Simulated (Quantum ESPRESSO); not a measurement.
# germanene, 1 layer: solver and mixing choices, part 2 of 3

Which eigensolver and mixing suits germanene, 1 layer? The physics should not care; the clock does.

Quantum ESPRESSO 7.5; plane-wave DFT, PBE, PseudoDojo norm-conserving pseudopotentials.

So far. Step 4 (SCF with pw.x: david, plain mixing, beta 0.7, history 8): Counted from each run's own zero (the Fermi level), the vacuum level differs from the first run's by +1 meV.

**5. SCF with pw.x: david, TF mixing, beta 0.4, history 8**

File c3.in:

```
&control
  prefix = 'c3'
  outdir = './out'
  pseudo_dir = './pseudo'
  calculation = 'scf'
  tprnfor = .true.
/
&system
  ibrav = 0
  nat = 2
  ntyp = 1
  ecutwfc = 70
  ecutrho = 280
  occupations = 'smearing'
  smearing = 'fd'
  degauss = 0.004
  assume_isolated = 'esm'
  esm_bc = 'bc1'
/
&electrons
  conv_thr = 1e-07
  mixing_beta = 0.4
  electron_maxstep = 80
  mixing_mode = 'TF'
  diagonalization = 'david'
  mixing_ndim = 8
/
ATOMIC_SPECIES
  Ge  72.6300  Ge.dojo-sr-pbe-0.4.1-standard.upf
CELL_PARAMETERS angstrom
  4.06000000000000 0.00000000000000 0.00000000000000
  -2.03000000000000 3.51606313936482 0.00000000000000
  0.00000000000000 0.00000000000000 17.69000000000000
ATOMIC_POSITIONS crystal
  Ge  0.666666666667 0.333333333333 -0.019502543810
  Ge  0.333333333333 0.666666666667 0.019502543810
K_POINTS automatic
  6 6 1 0 0 0
```

Run with:

```bash
> OMP_NUM_THREADS=1 mpirun -n 4 pw.x -nk 2 -in c3.in > c3.out
```

Log:

```text
[banner, memory and clock lines left out]
Program PWSCF v.7.5 starts
[...]
Message from routine setup:
[...]
number of electrons       =        28.00
     number of Kohn-Sham states=           18
     kinetic-energy cutoff     =      70.0000  Ry
     charge density cutoff     =     280.0000  Ry
[...]
number of k points=     7  Fermi-Dirac smearing, width (Ry)=  0.0040
[...]
Dense  grid:   134837 G-vectors     FFT dimensions: (  45,  45, 180)
[...]
negative rho (up, down):  2.528E-05 0.000E+00
     Starting wfcs are   18 randomized atomic wfcs
[...]
negative rho (up, down):  4.747E-06 0.000E+00
[...]
estimated scf accuracy    <       0.03648765 Ry
[...]
negative rho (up, down):  1.047E-08 0.000E+00
[...]
estimated scf accuracy    <       0.02168676 Ry
[...]
estimated scf accuracy    <       0.00459399 Ry
[...]
estimated scf accuracy    <       0.00189937 Ry
[...]
estimated scf accuracy    <       0.00141417 Ry
[...]
estimated scf accuracy    <       0.00216209 Ry
[...]
estimated scf accuracy    <       0.00311684 Ry
[...]
negative rho (up, down):  2.963E-07 0.000E+00
[...]
estimated scf accuracy    <       0.00250655 Ry
[...]
negative rho (up, down):  2.406E-03 0.000E+00
[...]
estimated scf accuracy    <       0.00130143 Ry
[...]
negative rho (up, down):  3.943E-03 0.000E+00
[...]
estimated scf accuracy    <       0.00030113 Ry
[...]
negative rho (up, down):  6.135E-03 0.000E+00
[...]
estimated scf accuracy    <       0.00030680 Ry
[...]
negative rho (up, down):  8.596E-03 0.000E+00
[...]
estimated scf accuracy    <       0.00027285 Ry
[...]
negative rho (up, down):  8.329E-03 0.000E+00
[...]
estimated scf accuracy    <       0.00022722 Ry
[...]
negative rho (up, down):  8.052E-03 0.000E+00
[...]
estimated scf accuracy    <       0.00012858 Ry
[...]
negative rho (up, down):  7.748E-03 0.000E+00
[...]
estimated scf accuracy    <       0.00007480 Ry
[...]
negative rho (up, down):  7.188E-03 0.000E+00
[...]
estimated scf accuracy    <       0.00008189 Ry
[...]
negative rho (up, down):  5.756E-03 0.000E+00
[...]
estimated scf accuracy    <       0.00007221 Ry
[...]
negative rho (up, down):  3.323E-03 0.000E+00
[...]
estimated scf accuracy    <       0.00003819 Ry
[...]
negative rho (up, down):  1.251E-03 0.000E+00
[...]
estimated scf accuracy    <       0.00003444 Ry
[...]
negative rho (up, down):  7.997E-04 0.000E+00
[...]
estimated scf accuracy    <       0.00000069 Ry
[...]
negative rho (up, down):  4.119E-04 0.000E+00
[...]
estimated scf accuracy    <       0.00000455 Ry
[...]
negative rho (up, down):  2.404E-04 0.000E+00
[...]
estimated scf accuracy    <       0.00000094 Ry
[...]
negative rho (up, down):  6.139E-05 0.000E+00
[...]
estimated scf accuracy    <       0.00000055 Ry
[...]
the Fermi energy is    -4.4637 ev
!    total energy              =    -357.21034687 Ry
     estimated scf accuracy    <       0.00000001 Ry
     smearing contrib. (-TS)   =      -0.00061783 Ry
     internal energy E=F+TS    =    -357.20972904 Ry
[...]
one-electron contribution =      70.61406837 Ry
     hartree contribution      =     -30.27390991 Ry
     xc contribution           =     -87.13266468 Ry
     ewald contribution        =    -310.41722283 Ry
     convergence has been achieved in  24 iterations
[...]
Total force =     0.001974     Total SCF correction =     0.001078
[...]
```

Wall time 38 s (4 MPI ranks of Arm Neoverse V1, shared host); peak memory 0.4 GiB.

This step gave:

```
Fermi energy                                                   : -4.464 eV
vacuum line at the lower end of the cell, over the Fermi level : 4.464 eV
vacuum line at the upper end of the cell, over the Fermi level : 4.464 eV
```

The program's own clock; routines nest. Time by routine:

```
     routine  wall time (s)  calls
       PWSCF          37.03      1
   electrons          36.21      1
     c_bands          30.34     25
     cegterg          27.93    100
       h_psi          24.38    843
        fftw          24.29  13508
    vloc_psi          22.52    843
    sum_band           3.89     25
    v_of_rho           1.56     25
  add_vuspsi           0.92    843
      calbec            0.9    859
h_psi:calbec           0.87    843
         fft           0.67    261
    init_run            0.6      1
```

By band count these two levels touch or overlap: there is no gap, and they are no band edges.

Counted from each run's own zero (the Fermi level), the vacuum level differs from the first run's by +1 meV.

**6. SCF with pw.x: david, local-TF mixing, beta 0.7, history 8**

c4.in is the input of step 5 with these lines changed:

```diff
@@ -1,3 +1,3 @@
 &control
-  prefix = 'c3'
+  prefix = 'c4'
   outdir = './out'
@@ -21,5 +21,5 @@
   conv_thr = 1e-07
-  mixing_beta = 0.4
+  mixing_beta = 0.7
   electron_maxstep = 80
-  mixing_mode = 'TF'
+  mixing_mode = 'local-TF'
   diagonalization = 'david'
```

Run with:

```bash
> OMP_NUM_THREADS=1 mpirun -n 4 pw.x -nk 2 -in c4.in > c4.out
```

Log:

```text
[banner, memory and clock lines left out]
Program PWSCF v.7.5 starts
[...]
Message from routine setup:
[...]
number of electrons       =        28.00
     number of Kohn-Sham states=           18
     kinetic-energy cutoff     =      70.0000  Ry
     charge density cutoff     =     280.0000  Ry
[...]
number of k points=     7  Fermi-Dirac smearing, width (Ry)=  0.0040
[...]
Dense  grid:   134837 G-vectors     FFT dimensions: (  45,  45, 180)
[...]
negative rho (up, down):  2.528E-05 0.000E+00
     Starting wfcs are   18 randomized atomic wfcs
[...]
estimated scf accuracy    <       0.03648765 Ry
[...]
estimated scf accuracy    <       0.01465592 Ry
[...]
estimated scf accuracy    <       0.00297087 Ry
[...]
estimated scf accuracy    <       0.00076365 Ry
[...]
negative rho (up, down):  1.796E-04 0.000E+00
[...]
estimated scf accuracy    <       0.00050650 Ry
[...]
negative rho (up, down):  1.962E-05 0.000E+00
[...]
estimated scf accuracy    <       0.00024062 Ry
[...]
negative rho (up, down):  9.832E-04 0.000E+00
[...]
estimated scf accuracy    <       0.00009754 Ry
[...]
negative rho (up, down):  6.659E-04 0.000E+00
[...]
estimated scf accuracy    <       0.00002129 Ry
[...]
negative rho (up, down):  2.410E-05 0.000E+00
[...]
estimated scf accuracy    <       0.00000884 Ry
[...]
negative rho (up, down):  6.005E-06 0.000E+00
[...]
estimated scf accuracy    <       0.00000051 Ry
[...]
negative rho (up, down):  5.644E-06 0.000E+00
[...]
estimated scf accuracy    <       0.00000026 Ry
[...]
estimated scf accuracy    <       0.00000014 Ry
[...]
the Fermi energy is    -4.4629 ev
!    total energy              =    -357.21034689 Ry
     estimated scf accuracy    <       0.00000006 Ry
     smearing contrib. (-TS)   =      -0.00061783 Ry
     internal energy E=F+TS    =    -357.20972906 Ry
[...]
one-electron contribution =      70.61243731 Ry
     hartree contribution      =     -30.27207417 Ry
     xc contribution           =     -87.13286937 Ry
     ewald contribution        =    -310.41722283 Ry
     convergence has been achieved in  13 iterations
[...]
Total force =     0.002817     Total SCF correction =     0.002676
[...]
```

Run time: 30 s. Hardware: 4 MPI ranks; peak memory 0.41 GiB.

Numbers from this step:

| Property | Result |
| --- | --- |
| Fermi energy | -4.463 eV |
| valence top, on the run's zero | -4.463 eV |
| conduction bottom, on the run's zero | -4.463 eV |
| vacuum line at the lower end of the cell, over the Fermi level | 4.463 eV |
| vacuum line at the upper end of the cell, over the Fermi level | 4.463 eV |

The program's own clock; routines nest. Time by routine:

| routine | wall time (s) | calls |
| --- | --- | --- |
| PWSCF | 29 | 1 |
| electrons | 28.19 | 1 |
| c_bands | 19.9 | 14 |
| cegterg | 18.13 | 56 |
| h_psi | 15.81 | 565 |
| fftw | 15.45 | 8526 |
| vloc_psi | 14.58 | 565 |
| mix_rho | 5.15 | 14 |
| ffts | 3.21 | 1334 |
| sum_band | 2.21 | 14 |
| v_of_rho | 0.84 | 14 |
| add_vuspsi | 0.61 | 565 |
| init_run | 0.6 | 1 |
| calbec | 0.6 | 581 |

By band count these two levels touch or overlap: there is no gap, and they are no band edges.

Counted from each run's own zero (the Fermi level), the vacuum level differs from the first run's by +0 meV.

**7. Ground state: david, local-TF mixing, beta 0.2, history 8**

c5.in is the input of step 6 with these lines changed:

```diff
@@ -1,3 +1,3 @@
 &control
-  prefix = 'c4'
+  prefix = 'c5'
   outdir = './out'
@@ -21,3 +21,3 @@
   conv_thr = 1e-07
-  mixing_beta = 0.7
+  mixing_beta = 0.2
   electron_maxstep = 80
```

Run with:

```bash
> OMP_NUM_THREADS=1 mpirun -n 4 pw.x -nk 2 -in c5.in > c5.out
```

Log:

```text
[banner, memory and clock lines left out]
Program PWSCF v.7.5 starts
[...]
Message from routine setup:
[...]
number of electrons       =        28.00
     number of Kohn-Sham states=           18
     kinetic-energy cutoff     =      70.0000  Ry
     charge density cutoff     =     280.0000  Ry
[...]
number of k points=     7  Fermi-Dirac smearing, width (Ry)=  0.0040
[...]
Dense  grid:   134837 G-vectors     FFT dimensions: (  45,  45, 180)
[...]
negative rho (up, down):  2.528E-05 0.000E+00
     Starting wfcs are   18 randomized atomic wfcs
[...]
estimated scf accuracy    <       0.03648765 Ry
[...]
estimated scf accuracy    <       0.02917440 Ry
[...]
estimated scf accuracy    <       0.00397239 Ry
[...]
estimated scf accuracy    <       0.00280319 Ry
[...]
estimated scf accuracy    <       0.00095363 Ry
[...]
negative rho (up, down):  7.045E-05 0.000E+00
[...]
estimated scf accuracy    <       0.00101746 Ry
[...]
negative rho (up, down):  5.579E-05 0.000E+00
[...]
estimated scf accuracy    <       0.00092217 Ry
[...]
negative rho (up, down):  6.401E-04 0.000E+00
[...]
estimated scf accuracy    <       0.00068301 Ry
[...]
negative rho (up, down):  2.735E-03 0.000E+00
[...]
estimated scf accuracy    <       0.00017366 Ry
[...]
negative rho (up, down):  4.500E-04 0.000E+00
[...]
estimated scf accuracy    <       0.00017688 Ry
[...]
negative rho (up, down):  4.186E-04 0.000E+00
[...]
estimated scf accuracy    <       0.00003134 Ry
[...]
negative rho (up, down):  1.685E-04 0.000E+00
[...]
estimated scf accuracy    <       0.00000266 Ry
[...]
negative rho (up, down):  1.553E-04 0.000E+00
[...]
estimated scf accuracy    <       0.00000713 Ry
[...]
negative rho (up, down):  6.945E-05 0.000E+00
[...]
estimated scf accuracy    <       0.00000669 Ry
[...]
negative rho (up, down):  4.380E-05 0.000E+00
[...]
estimated scf accuracy    <       0.00000144 Ry
[...]
negative rho (up, down):  3.745E-05 0.000E+00
[...]
estimated scf accuracy    <       0.00000054 Ry
[...]
negative rho (up, down):  2.041E-06 0.000E+00
[...]
estimated scf accuracy    <       0.00000016 Ry
[...]
the Fermi energy is    -4.4623 ev
!    total energy              =    -357.21034690 Ry
     estimated scf accuracy    <       0.00000001 Ry
     smearing contrib. (-TS)   =      -0.00061783 Ry
     internal energy E=F+TS    =    -357.20972906 Ry
[...]
one-electron contribution =      70.61090591 Ry
     hartree contribution      =     -30.27045139 Ry
     xc contribution           =     -87.13296075 Ry
     ewald contribution        =    -310.41722283 Ry
     convergence has been achieved in  18 iterations
[...]
Total force =     0.002736     Total SCF correction =     0.000488
[...]
```

Run time: 36 s. Hardware: 4 MPI ranks; peak memory 0.44 GiB.

Numbers from this step:

| Property | Result |
| --- | --- |
| Fermi energy | -4.462 eV |
| valence top, on the run's zero | -4.462 eV |
| conduction bottom, on the run's zero | -4.462 eV |
| gap by band count | 1.54e-8 eV |
| vacuum line at the lower end of the cell, over the Fermi level | 4.462 eV |
| vacuum line at the upper end of the cell, over the Fermi level | 4.462 eV |

The program's own clock; routines nest. Time by routine:

```
     routine  wall time (s)  calls
       PWSCF          35.94      1
   electrons          35.13      1
     c_bands           23.6     19
     cegterg          21.32     76
       h_psi          18.67    634
        fftw          18.56  10276
    vloc_psi          17.22    634
     mix_rho           7.31     19
        ffts           4.52   1904
    sum_band           2.94     19
    v_of_rho           1.12     19
      calbec           0.72    650
  add_vuspsi           0.71    634
h_psi:calbec           0.68    634
```

By band count these two levels touch or overlap: there is no gap, and they are no band edges.

Counted from each run's own zero (the Fermi level), the vacuum level differs from the first run's by -1 meV.

**8. Self-consistent run: david, local-TF mixing, beta 0.4, history 4**

c6.in is the input of step 7 with these lines changed:

```diff
@@ -1,3 +1,3 @@
 &control
-  prefix = 'c5'
+  prefix = 'c6'
   outdir = './out'
@@ -21,3 +21,3 @@
   conv_thr = 1e-07
-  mixing_beta = 0.2
+  mixing_beta = 0.4
   electron_maxstep = 80
@@ -25,3 +25,3 @@
   diagonalization = 'david'
-  mixing_ndim = 8
+  mixing_ndim = 4
 /
```

Run with:

```bash
> OMP_NUM_THREADS=1 mpirun -n 4 pw.x -nk 2 -in c6.in > c6.out
```

Log:

```text
[banner, memory and clock lines left out]
Program PWSCF v.7.5 starts
[...]
Message from routine setup:
[...]
number of electrons       =        28.00
     number of Kohn-Sham states=           18
     kinetic-energy cutoff     =      70.0000  Ry
     charge density cutoff     =     280.0000  Ry
[...]
number of k points=     7  Fermi-Dirac smearing, width (Ry)=  0.0040
[...]
Dense  grid:   134837 G-vectors     FFT dimensions: (  45,  45, 180)
[...]
negative rho (up, down):  2.528E-05 0.000E+00
     Starting wfcs are   18 randomized atomic wfcs
[...]
estimated scf accuracy    <       0.03648765 Ry
[...]
estimated scf accuracy    <       0.02263172 Ry
[...]
estimated scf accuracy    <       0.00353761 Ry
[...]
estimated scf accuracy    <       0.00117248 Ry
[...]
negative rho (up, down):  1.576E-08 0.000E+00
[...]
estimated scf accuracy    <       0.00075139 Ry
[...]
estimated scf accuracy    <       0.00029316 Ry
[...]
negative rho (up, down):  1.202E-03 0.000E+00
[...]
estimated scf accuracy    <       0.00022175 Ry
[...]
negative rho (up, down):  1.997E-03 0.000E+00
[...]
estimated scf accuracy    <       0.00009853 Ry
[...]
negative rho (up, down):  1.193E-03 0.000E+00
[...]
estimated scf accuracy    <       0.00001975 Ry
[...]
negative rho (up, down):  6.227E-04 0.000E+00
[...]
estimated scf accuracy    <       0.00000706 Ry
[...]
negative rho (up, down):  1.595E-05 0.000E+00
[...]
estimated scf accuracy    <       0.00000312 Ry
[...]
negative rho (up, down):  2.324E-05 0.000E+00
[...]
estimated scf accuracy    <       0.00000035 Ry
[...]
estimated scf accuracy    <       0.00000011 Ry
[...]
the Fermi energy is    -4.4664 ev
!    total energy              =    -357.21034689 Ry
     estimated scf accuracy    <       0.00000006 Ry
     smearing contrib. (-TS)   =      -0.00061783 Ry
     internal energy E=F+TS    =    -357.20972906 Ry
[...]
one-electron contribution =      70.60931995 Ry
     hartree contribution      =     -30.26862838 Ry
     xc contribution           =     -87.13319779 Ry
     ewald contribution        =    -310.41722283 Ry
     convergence has been achieved in  14 iterations
[...]
Total force =     0.002670     Total SCF correction =     0.000881
[...]
```

It took 30 s on 4 MPI ranks; peak memory 0.41 GiB.

This step gave:

| Property | Result |
| --- | --- |
| Fermi energy | -4.466 eV |
| valence top, on the run's zero | -4.466 eV |
| conduction bottom, on the run's zero | -4.466 eV |
| gap by band count | 1.75e-9 eV |
| vacuum line at the lower end of the cell, over the Fermi level | 4.466 eV |
| vacuum line at the upper end of the cell, over the Fermi level | 4.466 eV |

The program's own clock; routines nest. Time by routine:

| routine | wall time (s) | calls |
| --- | --- | --- |
| PWSCF | 29.43 | 1 |
| electrons | 28.62 | 1 |
| c_bands | 19.57 | 15 |
| cegterg | 17.79 | 60 |
| h_psi | 15.56 | 520 |
| fftw | 15.3 | 8472 |
| vloc_psi | 14.32 | 520 |
| mix_rho | 5.67 | 15 |
| ffts | 3.51 | 1460 |
| sum_band | 2.38 | 15 |
| v_of_rho | 0.92 | 15 |
| add_vuspsi | 0.61 | 520 |
| calbec | 0.61 | 536 |
| init_run | 0.6 | 1 |

By band count these two levels touch or overlap: there is no gap, and they are no band edges.

Counted from each run's own zero (the Fermi level), the vacuum level differs from the first run's by +3 meV.

**9. SCF with pw.x: cg, local-TF mixing, beta 0.4, history 8**

c7.in is the input of step 8 with these lines changed:

```diff
@@ -1,3 +1,3 @@
 &control
-  prefix = 'c6'
+  prefix = 'c7'
   outdir = './out'
@@ -24,4 +24,4 @@
   mixing_mode = 'local-TF'
-  diagonalization = 'david'
-  mixing_ndim = 4
+  diagonalization = 'cg'
+  mixing_ndim = 8
 /
```

Run with:

```bash
> OMP_NUM_THREADS=1 mpirun -n 4 pw.x -nk 2 -in c7.in > c7.out
```

Log:

```text
[banner, memory and clock lines left out]
Program PWSCF v.7.5 starts
[...]
Message from routine setup:
[...]
number of electrons       =        28.00
     number of Kohn-Sham states=           18
     kinetic-energy cutoff     =      70.0000  Ry
     charge density cutoff     =     280.0000  Ry
[...]
number of k points=     7  Fermi-Dirac smearing, width (Ry)=  0.0040
[...]
Dense  grid:   134837 G-vectors     FFT dimensions: (  45,  45, 180)
[...]
negative rho (up, down):  2.528E-05 0.000E+00
     Starting wfcs are   18 randomized atomic wfcs
[...]
estimated scf accuracy    <       0.03835691 Ry
[...]
estimated scf accuracy    <       0.02316301 Ry
[...]
estimated scf accuracy    <       0.00256147 Ry
[...]
estimated scf accuracy    <       0.00174720 Ry
[...]
estimated scf accuracy    <       0.00051468 Ry
[...]
negative rho (up, down):  1.893E-03 0.000E+00
[...]
estimated scf accuracy    <       0.00026692 Ry
[...]
negative rho (up, down):  9.973E-04 0.000E+00
[...]
estimated scf accuracy    <       0.00011752 Ry
[...]
negative rho (up, down):  1.634E-03 0.000E+00
[...]
estimated scf accuracy    <       0.00001601 Ry
[...]
negative rho (up, down):  3.323E-04 0.000E+00
[...]
estimated scf accuracy    <       0.00000646 Ry
[...]
negative rho (up, down):  1.656E-05 0.000E+00
[...]
estimated scf accuracy    <       0.00000119 Ry
[...]
negative rho (up, down):  2.476E-05 0.000E+00
[...]
estimated scf accuracy    <       0.00000012 Ry
[...]
the Fermi energy is    -4.4633 ev
!    total energy              =    -357.21034691 Ry
     estimated scf accuracy    <       0.00000003 Ry
     smearing contrib. (-TS)   =      -0.00061783 Ry
     internal energy E=F+TS    =    -357.20972908 Ry
[...]
one-electron contribution =      70.61124744 Ry
     hartree contribution      =     -30.27094564 Ry
     xc contribution           =     -87.13280804 Ry
     ewald contribution        =    -310.41722283 Ry
     convergence has been achieved in  12 iterations
[...]
Total force =     0.002390     Total SCF correction =     0.001250
[...]
```

The job ended after 25 s (4 MPI ranks; peak memory 0.4 GiB; 1.7 min of CPU time).

This step gave:

| Quantity | Value |
| --- | --- |
| Fermi energy | -4.463 eV |
| valence top, on the run's zero | -4.463 eV |
| conduction bottom, on the run's zero | -4.463 eV |
| gap by band count | 6.17e-9 eV |
| vacuum line at the lower end of the cell, over the Fermi level | 4.463 eV |
| vacuum line at the upper end of the cell, over the Fermi level | 4.463 eV |

The program's own clock; routines nest. Time by routine:

```
   routine  wall time (s)  calls
     PWSCF          24.82      1
 electrons          24.01      1
   c_bands           16.5     13
     h_psi          14.16   2363
      fftw           13.2   7294
  vloc_psi          12.32   2363
  ccgdiagg          12.02     52
   hs_1psi          10.62   2315
   mix_rho           4.56     13
    wfcrot           3.78     48
      ffts           2.81   1172
  sum_band           2.06     13
    calbec           1.35   4694
add_vuspsi           1.04   2363
```

By band count these two levels touch or overlap: there is no gap, and they are no band edges.

Counted from each run's own zero (the Fermi level), the vacuum level differs from the first run's by +0 meV.

**10. SCF with pw.x: ppcg, local-TF mixing, beta 0.4, history 8**

c8.in is the input of step 9 with these lines changed:

```diff
@@ -1,3 +1,3 @@
 &control
-  prefix = 'c7'
+  prefix = 'c8'
   outdir = './out'
@@ -24,3 +24,3 @@
   mixing_mode = 'local-TF'
-  diagonalization = 'cg'
+  diagonalization = 'ppcg'
   mixing_ndim = 8
```

Run with:

```bash
> OMP_NUM_THREADS=1 mpirun -n 4 pw.x -nk 2 -in c8.in > c8.out
```

Log:

```text
[banner, memory and clock lines left out]
Program PWSCF v.7.5 starts

          URL

[MPI's abort notice left out]

 %%%%%%%%%%%%%%%%%%%%%%%%%%%%%%%%%%%%%%%%%%%%%%%%%%%%%%%%%%%%%%%%%%%%%%%%%%%%%%
     Error in routine iosys (1):
     PPCG diagonalization not supported anymore (Dec. 2024)
 %%%%%%%%%%%%%%%%%%%%%%%%%%%%%%%%%%%%%%%%%%%%%%%%%%%%%%%%%%%%%%%%%%%%%%%%%%%%%%

     stopping ...
[the rest left out]
```

The job ended after 0.49 s (4 MPI ranks; peak memory 0.09 GiB).

The program refused the input before any cycle.

The fault put into the input: an eigensolver that this release has dropped (electrons.diagonalization = "ppcg").

The message: “iosys (1): PPCG diagonalization not supported anymore (Dec. 2024)”. This release no longer has that solver; david, paro or rmm-davidson serve.

[end of part 2 of 3]

[Logs are printed without paths, hosts, clocks, repeated set-up lines and the standing remarks that a program may print on its own settings, such as how far it seeks lower states.]

[Hosts, paths, dates, database ids (printed as entryN), source tags and the programs' standing remarks are cut or masked in the printed files.]

[Maps of the electrostatic potential energy from Ansatz leave out the sawtooth potential of an applied field or a dipole correction, so their vacuum need not be flat; planar profiles and work functions include it.]
